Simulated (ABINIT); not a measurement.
# Quasiparticle gap of LiHS (Ama2) in ABINIT, part 2 of 3

How does a plane-wave GW calculation on LiHS (Ama2) run from the first input to the gap?

ABINIT 10.8.3; PBEsol and many-body steps on it, plane waves. Known limits of the many-body steps: not at the basis limit; coarse k mesh.

So far. Step 2 (Ground state): The gap is direct, at Γ.

**3. Bands along the symmetry lines**

Level of this step: DFT, PBEsol, plane waves, norm-conserving pseudopotentials (ABINIT).

The cheap functional maps the bands first; the places of the edges decide which points the dearer methods must see.

run.abi

```
acell 3*1.0 Angstrom
rprim 
  6.156870000000 0.000000000000 0.000000000000
  0.000000000000 2.809205000000 2.757390000000
  0.000000000000 -2.809205000000 2.757390000000
ntypat 3
znucl 3 1 16
natom 6
typat 1 1 2 2 3 3
xred 
  0.500000000000 0.501660000000 0.501660000000
  0.000000000000 0.501660000000 0.501660000000
  0.250000000000 0.133090000000 0.983490000000
  0.750000000000 0.983490000000 0.133090000000
  0.750000000000 0.998760000000 0.475340000000
  0.250000000000 0.475340000000 0.998760000000
pp_dirpath "pseudos"
pseudos "Li.upf, H.upf, S.upf"
ecut 33
iscf -2
irdden 1
kptopt 0
nkpt 92
kpt 
  0.00000000 0.00000000 0.00000000
  0.00000000 0.06250000 -0.06250000
  0.00000000 0.12500000 -0.12500000
  0.00000000 0.18750000 -0.18750000
  0.00000000 0.25000000 -0.25000000
  0.00000000 0.31250000 -0.31250000
  0.00000000 0.37500000 -0.37500000
  0.00000000 0.43750000 -0.43750000
  0.00000000 0.50000000 -0.50000000
  0.00000000 0.50114216 -0.49885784
  0.00000000 0.50228433 -0.49771567
  0.00000000 0.50342649 -0.49657351
  0.00000000 0.50456865 -0.49543134
  0.00000000 0.50571082 -0.49428918
  0.00000000 0.50685298 -0.49314702
  0.00000000 0.50799515 -0.49200485
  0.00000000 0.50913731 -0.49086269
  0.00000000 0.49086269 0.49086269
  0.00000000 0.42950485 0.42950485
  0.00000000 0.36814702 0.36814702
  0.00000000 0.30678918 0.30678918
  0.00000000 0.24543134 0.24543134
  0.00000000 0.18407351 0.18407351
  0.00000000 0.12271567 0.12271567
  0.00000000 0.06135784 0.06135784
  0.00000000 0.00000000 0.00000000
  0.06250000 0.00000000 0.00000000
  0.12500000 0.00000000 0.00000000
  0.18750000 0.00000000 0.00000000
  0.25000000 0.00000000 0.00000000
  0.31250000 0.00000000 0.00000000
  0.37500000 0.00000000 0.00000000
  0.43750000 0.00000000 0.00000000
  0.50000000 0.00000000 0.00000000
  0.50000000 0.06135784 0.06135784
  0.50000000 0.12271567 0.12271567
  0.50000000 0.18407351 0.18407351
  0.50000000 0.24543134 0.24543134
  0.50000000 0.30678918 0.30678918
  0.50000000 0.36814702 0.36814702
  0.50000000 0.42950485 0.42950485
  0.50000000 0.49086269 0.49086269
  0.50000000 0.50913731 -0.49086269
  0.50000000 0.50799515 -0.49200485
  0.50000000 0.50685298 -0.49314702
  0.50000000 0.50571082 -0.49428918
  0.50000000 0.50456865 -0.49543134
  0.50000000 0.50342649 -0.49657351
  0.50000000 0.50228433 -0.49771567
  0.50000000 0.50114216 -0.49885784
  0.50000000 0.50000000 -0.50000000
  0.43750000 0.50000000 -0.50000000
  0.37500000 0.50000000 -0.50000000
  0.31250000 0.50000000 -0.50000000
  0.25000000 0.50000000 -0.50000000
  0.18750000 0.50000000 -0.50000000
  0.12500000 0.50000000 -0.50000000
  0.06250000 0.50000000 -0.50000000
  0.00000000 0.50000000 -0.50000000
  0.00000000 0.00000000 0.00000000
  0.00000000 0.06250000 0.00000000
  0.00000000 0.12500000 0.00000000
  0.00000000 0.18750000 0.00000000
  0.00000000 0.25000000 0.00000000
  0.00000000 0.31250000 0.00000000
  0.00000000 0.37500000 0.00000000
  0.00000000 0.43750000 0.00000000
  0.00000000 0.50000000 0.00000000
  0.06250000 0.50000000 0.00000000
  0.12500000 0.50000000 0.00000000
  0.18750000 0.50000000 0.00000000
  0.25000000 0.50000000 0.00000000
  0.31250000 0.50000000 0.00000000
  0.37500000 0.50000000 0.00000000
  0.43750000 0.50000000 0.00000000
  0.50000000 0.50000000 0.00000000
  0.50000000 0.43750000 0.00000000
  0.50000000 0.37500000 0.00000000
  0.50000000 0.31250000 0.00000000
  0.50000000 0.25000000 0.00000000
  0.50000000 0.18750000 0.00000000
  0.50000000 0.12500000 0.00000000
  0.50000000 0.06250000 0.00000000
  0.50000000 0.00000000 0.00000000
  0.50000000 0.06250000 -0.06250000
  0.50000000 0.12500000 -0.12500000
  0.50000000 0.18750000 -0.18750000
  0.50000000 0.25000000 -0.25000000
  0.50000000 0.31250000 -0.31250000
  0.50000000 0.37500000 -0.37500000
  0.50000000 0.43750000 -0.43750000
  0.50000000 0.50000000 -0.50000000
istwfk *1
nband 17
nbdbuf 2
tolwfr 1e-08
nstep 40
prtwf 0
prtvol 0
indata_prefix "in"
outdata_prefix "out"
tmpdata_prefix "tmp"
```

Command:

```sh
$ OMP_NUM_THREADS=1 mpirun -n 8 abinit run.abi > log
```

Numbers of over 12 decimals in the logs are rounded to 6 here.

Output:

```text
.Version 10.8.3 of ABINIT. v10.8.2 released Aug 2026.

 Symmetries : space group Am a 2 (# 40); Bravais oC (1-face-center ortho.)
[... echo of the input left out ...]
== DATASET  1 ==================================================================
-   mpi_nproc: 8, omp_nthreads: 1 (-1 if OMP is not activated)

--- !DatasetInfo
iteration_state: {dtset: 1, }
dimensions: {natom: 6, nkpt: 92, mband: 17, nsppol: 1, nspinor: 1, nspden: 1, mpw: 5862, }
cutoff_energies: {ecut:  33.0, pawecutdg:  -1.0, }
electrons: {nelect:   2.00000000E+01, charge:   0.00000000E+00, occopt:   1.00000000E+00, tsmear:   1.00000000E-02, }

 Real(R)+Recip(G) space primitive vectors, cartesian coordinates (Bohr,Bohr^-1):
 R(1)= 11.6347981  0.0000000  0.0000000  G(1)=  0.0859491  0.0000000  0.0000000
 R(2)=  0.0000000  5.3086281  5.2107119  G(2)=  0.0000000  0.0941863  0.0959562
 R(3)=  0.0000000 -5.3086281  5.2107119  G(3)=  0.0000000 -0.0941863  0.0959562
 Unit cell volume ucvol=  6.4367732E+02 bohr^3
 Angles (23,13,12)=  9.10666108E+01  9.00000000E+01  9.00000000E+01 degrees

 getcut: wavevector=  0.0000  0.0000  0.0000  ngfft=  64  40  40
         ecut(hartree)=     33.000   => boxcut(ratio)=   2.07980

--- Pseudopotential description ------------------------------------------------
- Li Generated using ONCVPSP code by D. R. Hamann
-  3.00000   3.00000  180301                  znucl, zion, pspdat
12 -116133 1 -1 1944                          pspcod,pspxc,lmax,lloc,mmax
     nproj     2     2     0
  pspatm : epsatm=    2.60875052
         --- l  ekb(1:nproj) -->
             0   -4.855856   -1.482423
             1   -2.171544   -0.427615
 pspatm: atomic psp has been read  and splines computed

- H Generated using ONCVPSP code by D. R. Hamann
-  1.00000   1.00000  180301                  znucl, zion, pspdat
12 -116133 1 -1 1180                          pspcod,pspxc,lmax,lloc,mmax
     nproj     2     1     0
  pspatm : epsatm=    0.35585368
         --- l  ekb(1:nproj) -->
             0   -1.674911   -0.523609
             1   -0.494138
 pspatm: atomic psp has been read  and splines computed

- S Generated using ONCVPSP code by D. R. Hamann
- 16.00000   6.00000  180301                  znucl, zion, pspdat
12 -116133 2 -1 1146                          pspcod,pspxc,lmax,lloc,mmax
     nproj     2     2     2
  pspatm : epsatm=    8.71840686
         --- l  ekb(1:nproj) -->
[...]
pspatm: atomic psp has been read  and splines computed

--------------------------------------------------------------------------------

================================================================================
 prteigrs : about to open file out_EIG
 Non-SCF case, kpt    1 (  0.00000  0.00000  0.00000), residuals and eigenvalues=
  3.68E-09  9.07E-09  9.75E-09  3.88E-09  2.62E-09  8.62E-09  8.55E-09  2.99E-09
  7.00E-09  9.99E-09  3.59E-09  3.91E-09  7.75E-09  9.10E-10  9.26E-09  6.96E-09
[...]
Non-SCF case, kpt   92 (  0.50000  0.50000 -0.50000), residuals and eigenvalues=
[...]
-1.6059E+00 -1.6059E+00 -4.2717E-01 -4.2717E-01 -1.8074E-01 -1.8074E-01
 -7.5736E-02 -7.5736E-02 -4.2995E-02 -4.2995E-02  1.9626E-01  1.9626E-01
  2.6810E-01  2.6810E-01  2.8979E-01  2.8979E-01  3.2003E-01

--- !ResultsGS
iteration_state: {dtset: 1, }
comment   : Summary of ground state results
lattice_vectors:
- [ 11.6347981,   0.0000000,   0.0000000, ]
- [  0.0000000,   5.3086281,   5.2107119, ]
- [  0.0000000,  -5.3086281,   5.2107119, ]
lattice_lengths: [  11.63480,    7.43862,    7.43862, ]
lattice_angles: [ 91.067,  90.000,  90.000, ] # degrees, (23, 13, 12)
lattice_volume:   6.4367732E+02
convergence: {deltae:  0.000E+00, res2:  0.000E+00, residm:  9.988E-09, diffor:  0.000E+00, }
etotal    :  -3.76616627E+01
entropy   :   0.00000000E+00
fermie    :  -4.48585749E-03
cartesian_stress_tensor: null
pressure_GPa: null
xred      :
- [  5.0000E-01,   5.0166E-01,   5.0166E-01, Li]
- [  0.0000E+00,   5.0166E-01,   5.0166E-01, Li]
- [  2.5000E-01,   1.3309E-01,   9.8349E-01,  H]
- [  7.5000E-01,   9.8349E-01,   1.3309E-01,  H]
- [  7.5000E-01,   9.9876E-01,   4.7534E-01,  S]
- [  2.5000E-01,   4.7534E-01,   9.9876E-01,  S]
cartesian_forces: null
force_length_stats: {min: null, max: null, mean: null, }

 Integrated electronic density in atomic spheres:
 ------------------------------------------------
 Atom  Sphere_radius  Integrated_density
[...]
================================================================================

 ----iterations are completed or convergence reached----

 Mean square residual over all n,k,spin=   52.591E-10; max=  99.877E-10
 reduced coordinates (array xred) for    6 atoms
[...]
0.750000000000      0.998760000000      0.475340000000
       0.250000000000      0.475340000000      0.998760000000

 cartesian coordinates (angstrom) at end:
    1      3.078435     0.000000     2.766545
    2      0.000000     0.000000     2.766545
    3      1.539217    -2.388948     3.078847
    4      4.617653     2.388948     3.078847
    5      4.617653     1.470394     4.064669
    6      1.539217    -1.470394     4.064669
 length scales=  1.889726125908  1.889726125908  1.889726125908 bohr
              =  1.000000000000  1.000000000000  1.000000000000 angstroms
 prteigrs : about to open file out_EIG
 Eigenvalues (hartree) for nkpt=  92  k points:
 kpt#   1, nband= 17, wtk=  1.00000, kpt=  0.0000  0.0000  0.0000 (reduced coord)
[...]
kpt#   2, nband= 17, wtk=  1.00000, kpt=  0.0000  0.0625 -0.0625 (reduced coord)
[...]
kpt#   3, nband= 17, wtk=  1.00000, kpt=  0.0000  0.1250 -0.1250 (reduced coord)
[...]
kpt#  91, nband= 17, wtk=  1.00000, kpt=  0.5000  0.4375 -0.4375 (reduced coord)
[...]
0.32315
 kpt#  92, nband= 17, wtk=  1.00000, kpt=  0.5000  0.5000 -0.5000 (reduced coord)
  -1.60589   -1.60589   -0.42717   -0.42717   -0.18074   -0.18074   -0.07574   -0.07574
  -0.04299   -0.04299    0.19626    0.19626    0.26810    0.26810    0.28979    0.28979
   0.32003

== END DATASET(S) ==============================================================
================================================================================

 -outvars: echo values of variables after computation  --------
            nband          17
             nkpt          92
          spgroup          40
 [... the other variables as echoed above ...]

 Calculation completed.
```

The job ended after 20 s (8 MPI ranks of Arm Neoverse V1, shared host; peak memory 0.65 GiB; 2.6 min of CPU time).

Numbers from this step:

```
gap                        : 3.330 eV
k of the valence top       : 0, 0, 0
k of the conduction bottom : 0, 0, 0
least direct gap           : 3.330 eV
```

The gap is 3.330 eV, as in the run before at this level.

Electronic bands along the path, in eV, zero at the top of the highest filled band:

| point | band 7 | band 8 | band 9 | band 10 | band 11 | band 12 | band 13 | band 14 |
| --- | --- | --- | --- | --- | --- | --- | --- | --- |
| Γ | -2.12 | -0.64 | -0.59 | 0.00 | 3.33 | 3.69 | 5.08 | 5.11 |
| halfway | -1.63 | -1.52 | -1.35 | -0.45 | 4.97 | 5.57 | 6.41 | 7.09 |
| Y | -2.11 | -1.72 | -0.94 | -0.88 | 4.17 | 4.25 | 6.01 | 7.44 |
| halfway | -2.11 | -1.72 | -0.94 | -0.88 | 4.17 | 4.25 | 6.01 | 7.44 |
| F0 | -2.11 | -1.72 | -0.94 | -0.88 | 4.17 | 4.25 | 6.01 | 7.45 |
| jump to Δ0 | -2.11 | -1.72 | -0.94 | -0.88 | 4.17 | 4.25 | 6.01 | 7.45 |
| halfway | -1.60 | -1.48 | -1.36 | -0.49 | 5.11 | 5.66 | 6.27 | 7.07 |
| Γ | -2.12 | -0.64 | -0.59 | 0.00 | 3.33 | 3.69 | 5.08 | 5.11 |
| halfway | -1.89 | -0.65 | -0.61 | -0.45 | 3.61 | 3.79 | 5.17 | 5.29 |
| Z | -1.27 | -1.27 | -0.64 | -0.64 | 3.84 | 3.84 | 5.44 | 5.44 |
| halfway | -1.65 | -1.65 | -0.76 | -0.76 | 5.93 | 5.93 | 6.60 | 6.60 |
| B0 | -1.94 | -1.94 | -1.05 | -1.05 | 5.46 | 5.46 | 7.41 | 7.41 |
| jump to G0 | -1.94 | -1.94 | -1.05 | -1.05 | 5.46 | 5.46 | 7.41 | 7.41 |
| halfway | -1.94 | -1.94 | -1.05 | -1.05 | 5.46 | 5.46 | 7.42 | 7.42 |
| T | -1.94 | -1.94 | -1.05 | -1.05 | 5.46 | 5.46 | 7.42 | 7.42 |
| halfway | -2.06 | -1.79 | -1.01 | -0.96 | 4.67 | 4.73 | 6.50 | 7.79 |
| Y | -2.11 | -1.72 | -0.94 | -0.88 | 4.17 | 4.25 | 6.01 | 7.44 |
| jump to Γ | -2.12 | -0.64 | -0.59 | 0.00 | 3.33 | 3.69 | 5.08 | 5.11 |
| halfway | -1.85 | -1.58 | -0.52 | -0.30 | 3.90 | 4.89 | 6.02 | 6.55 |
| S | -2.32 | -1.33 | -0.86 | -0.43 | 4.27 | 5.79 | 6.79 | 7.46 |
| halfway | -2.44 | -1.18 | -0.69 | -0.43 | 4.21 | 5.73 | 6.49 | 7.18 |
| R | -2.54 | -1.04 | -0.54 | -0.42 | 4.13 | 5.81 | 6.17 | 7.03 |
| halfway | -1.89 | -1.11 | -0.72 | -0.53 | 4.00 | 5.61 | 6.05 | 6.56 |
| Z | -1.27 | -1.27 | -0.64 | -0.64 | 3.84 | 3.84 | 5.44 | 5.44 |
| halfway | -1.67 | -1.67 | -0.78 | -0.78 | 5.85 | 5.85 | 6.70 | 6.70 |
| T | -1.94 | -1.94 | -1.05 | -1.05 | 5.46 | 5.46 | 7.42 | 7.42 |

**4. Empty states on the mesh, 2×2×2 mesh, 79 bands**

The sums over transitions need many empty states on a uniform mesh; this step solves for them.

run.abi

```
acell 3*1.0 Angstrom
rprim 
  6.156870000000 0.000000000000 0.000000000000
  0.000000000000 2.809205000000 2.757390000000
  0.000000000000 -2.809205000000 2.757390000000
ntypat 3
znucl 3 1 16
natom 6
typat 1 1 2 2 3 3
xred 
  0.500000000000 0.501660000000 0.501660000000
  0.000000000000 0.501660000000 0.501660000000
  0.250000000000 0.133090000000 0.983490000000
  0.750000000000 0.983490000000 0.133090000000
  0.750000000000 0.998760000000 0.475340000000
  0.250000000000 0.475340000000 0.998760000000
pp_dirpath "pseudos"
pseudos "Li.upf, H.upf, S.upf"
ecut 33
ngkpt 2 2 2
nshiftk 1
shiftk 0 0 0
kptopt 1
chksymbreak 0
iscf -2
irdden 1
istwfk *1
nband 79
nbdbuf 6
tolwfr 1e-09
nstep 60
prtvol 0
indata_prefix "in"
outdata_prefix "out"
tmpdata_prefix "tmp"
```

Output:

```text
.Version 10.8.3 of ABINIT. v10.8.2 released Aug 2026.

 Symmetries : space group Am a 2 (# 40); Bravais oC (1-face-center ortho.)
[... echo of the input left out ...]
== DATASET  1 ==================================================================
-   mpi_nproc: 8, omp_nthreads: 1 (-1 if OMP is not activated)
-    --> not optimal distribution: autoparal keyword recommended in input file <--

--- !DatasetInfo
iteration_state: {dtset: 1, }
dimensions: {natom: 6, nkpt: 6, mband: 79, nsppol: 1, nspinor: 1, nspden: 1, mpw: 5848, }
cutoff_energies: {ecut:  33.0, pawecutdg:  -1.0, }
electrons: {nelect:   2.00000000E+01, charge:   0.00000000E+00, occopt:   1.00000000E+00, tsmear:   1.00000000E-02, }

 Real(R)+Recip(G) space primitive vectors, cartesian coordinates (Bohr,Bohr^-1):
 R(1)= 11.6347981  0.0000000  0.0000000  G(1)=  0.0859491  0.0000000  0.0000000
 R(2)=  0.0000000  5.3086281  5.2107119  G(2)=  0.0000000  0.0941863  0.0959562
 R(3)=  0.0000000 -5.3086281  5.2107119  G(3)=  0.0000000 -0.0941863  0.0959562
 Unit cell volume ucvol=  6.4367732E+02 bohr^3
 Angles (23,13,12)=  9.10666108E+01  9.00000000E+01  9.00000000E+01 degrees

 getcut: wavevector=  0.0000  0.0000  0.0000  ngfft=  64  40  40
         ecut(hartree)=     33.000   => boxcut(ratio)=   2.07980

--- Pseudopotential description ------------------------------------------------
- Li Generated using ONCVPSP code by D. R. Hamann
-  3.00000   3.00000  180301                  znucl, zion, pspdat
12 -116133 1 -1 1944                          pspcod,pspxc,lmax,lloc,mmax
     nproj     2     2     0
  pspatm : epsatm=    2.60875052
         --- l  ekb(1:nproj) -->
             0   -4.855856   -1.482423
             1   -2.171544   -0.427615
 pspatm: atomic psp has been read  and splines computed

- H Generated using ONCVPSP code by D. R. Hamann
-  1.00000   1.00000  180301                  znucl, zion, pspdat
12 -116133 1 -1 1180                          pspcod,pspxc,lmax,lloc,mmax
     nproj     2     1     0
  pspatm : epsatm=    0.35585368
         --- l  ekb(1:nproj) -->
             0   -1.674911   -0.523609
             1   -0.494138
 pspatm: atomic psp has been read  and splines computed

- S Generated using ONCVPSP code by D. R. Hamann
- 16.00000   6.00000  180301                  znucl, zion, pspdat
12 -116133 2 -1 1146                          pspcod,pspxc,lmax,lloc,mmax
     nproj     2     2     2
  pspatm : epsatm=    8.71840686
         --- l  ekb(1:nproj) -->
[...]
pspatm: atomic psp has been read  and splines computed

--------------------------------------------------------------------------------

================================================================================
 prteigrs : about to open file out_EIG
 Non-SCF case, kpt    1 (  0.00000  0.00000  0.00000), residuals and eigenvalues=
  3.27E-10  2.38E-10  1.14E-10  2.35E-10  5.55E-10  2.34E-10  1.52E-10  2.14E-10
[...]
7.04E-10  2.75E-09  2.45E-09  5.25E-08  2.96E-07  9.28E-06  1.57E-05
 -1.6060E+00 -1.6058E+00 -4.5319E-01 -4.3816E-01 -1.2144E-01 -1.1974E-01
 -8.2515E-02 -2.7947E-02 -2.5998E-02 -4.4859E-03  1.1789E-01  1.3122E-01
  1.8215E-01  1.8331E-01  2.8261E-01  2.8443E-01  3.5071E-01  3.8008E-01
[...]
1.3887E+00  1.3995E+00  1.4097E+00  1.4302E+00  1.4945E+00  1.4998E+00
  1.5210E+00  1.5271E+00  1.5297E+00  1.5409E+00  1.5438E+00  1.5583E+00
  1.5696E+00
 prteigrs : prtvol=0 or 1, do not print more k-points.

--- !ResultsGS
iteration_state: {dtset: 1, }
comment   : Summary of ground state results
lattice_vectors:
- [ 11.6347981,   0.0000000,   0.0000000, ]
- [  0.0000000,   5.3086281,   5.2107119, ]
- [  0.0000000,  -5.3086281,   5.2107119, ]
lattice_lengths: [  11.63480,    7.43862,    7.43862, ]
lattice_angles: [ 91.067,  90.000,  90.000, ] # degrees, (23, 13, 12)
lattice_volume:   6.4367732E+02
convergence: {deltae:  0.000E+00, res2:  0.000E+00, residm:  9.916E-10, diffor:  0.000E+00, }
etotal    :  -3.76616627E+01
entropy   :   0.00000000E+00
fermie    :  -4.48585749E-03
cartesian_stress_tensor: null
pressure_GPa: null
xred      :
- [  5.0000E-01,   5.0166E-01,   5.0166E-01, Li]
- [  0.0000E+00,   5.0166E-01,   5.0166E-01, Li]
- [  2.5000E-01,   1.3309E-01,   9.8349E-01,  H]
- [  7.5000E-01,   9.8349E-01,   1.3309E-01,  H]
- [  7.5000E-01,   9.9876E-01,   4.7534E-01,  S]
- [  2.5000E-01,   4.7534E-01,   9.9876E-01,  S]
cartesian_forces: null
force_length_stats: {min: null, max: null, mean: null, }

 Integrated electronic density in atomic spheres:
 ------------------------------------------------
 Atom  Sphere_radius  Integrated_density
[...]
================================================================================

 ----iterations are completed or convergence reached----

 Mean square residual over all n,k,spin=   40.446E-11; max=  99.162E-11
 reduced coordinates (array xred) for    6 atoms
[...]
0.750000000000      0.998760000000      0.475340000000
       0.250000000000      0.475340000000      0.998760000000

 cartesian coordinates (angstrom) at end:
    1      3.078435     0.000000     2.766545
    2      0.000000     0.000000     2.766545
    3      1.539217    -2.388948     3.078847
    4      4.617653     2.388948     3.078847
    5      4.617653     1.470394     4.064669
    6      1.539217    -1.470394     4.064669
 length scales=  1.889726125908  1.889726125908  1.889726125908 bohr
              =  1.000000000000  1.000000000000  1.000000000000 angstroms
 prteigrs : about to open file out_EIG
 Eigenvalues (hartree) for nkpt=   6  k points:
 kpt#   1, nband= 79, wtk=  0.12500, kpt=  0.0000  0.0000  0.0000 (reduced coord)
[...]
1.19293    1.24409    1.26322    1.31366    1.32551    1.33404    1.35426    1.37694
   1.38007    1.38587    1.38865    1.39951    1.40971    1.43017    1.49448    1.49976
   1.52096    1.52705    1.52974    1.54088    1.54384    1.55826    1.56960
 prteigrs : prtvol=0 or 1, do not print more k-points.

== END DATASET(S) ==============================================================
================================================================================

 -outvars: echo values of variables after computation  --------
            nband          79
             nkpt           6
          spgroup          40
 [... the other variables as echoed above ...]

 Calculation completed.
```

Run time: 14 s. Hardware: 8 MPI ranks; peak memory 0.57 GiB.

Numbers from this step:

| Property | Result |
| --- | --- |
| gap | 3.330 eV |
| k of the valence top | 0, 0, 0 |
| k of the conduction bottom | 0, 0, 0 |
| least direct gap | 3.330 eV |
| k points computed | 6 |
| lowest point of the top converged band, above the valence top | 38.80 eV |

On this mesh the gap is 3.330 eV.

[end of part 2 of 3]

[Paths, hosts, dates, memory and timing lines, banners, echoed tables and standing remarks are left out of the program output.]

[Logs are printed without paths, hosts, clocks, repeated set-up lines and the standing remarks that a program may print on its own settings, such as how far it seeks lower states.]

[Runs of the session that timed out or met a known fault of the program may be left out.]

[Hosts, paths, dates, database ids (printed as entryN), source tags and the programs' standing remarks are cut or masked in the printed files.]

[G0W0 gaps are taken among the corrected bands and points alone; a level outside them can change the order at an edge.]

[Where Ansatz stands beside ABINIT at settings called matched, ABINIT's density can come from a denser mesh and the files from another edition; pairs whose starting gaps differed by over 0.03 eV were left out, so agreement reads better than it is.]
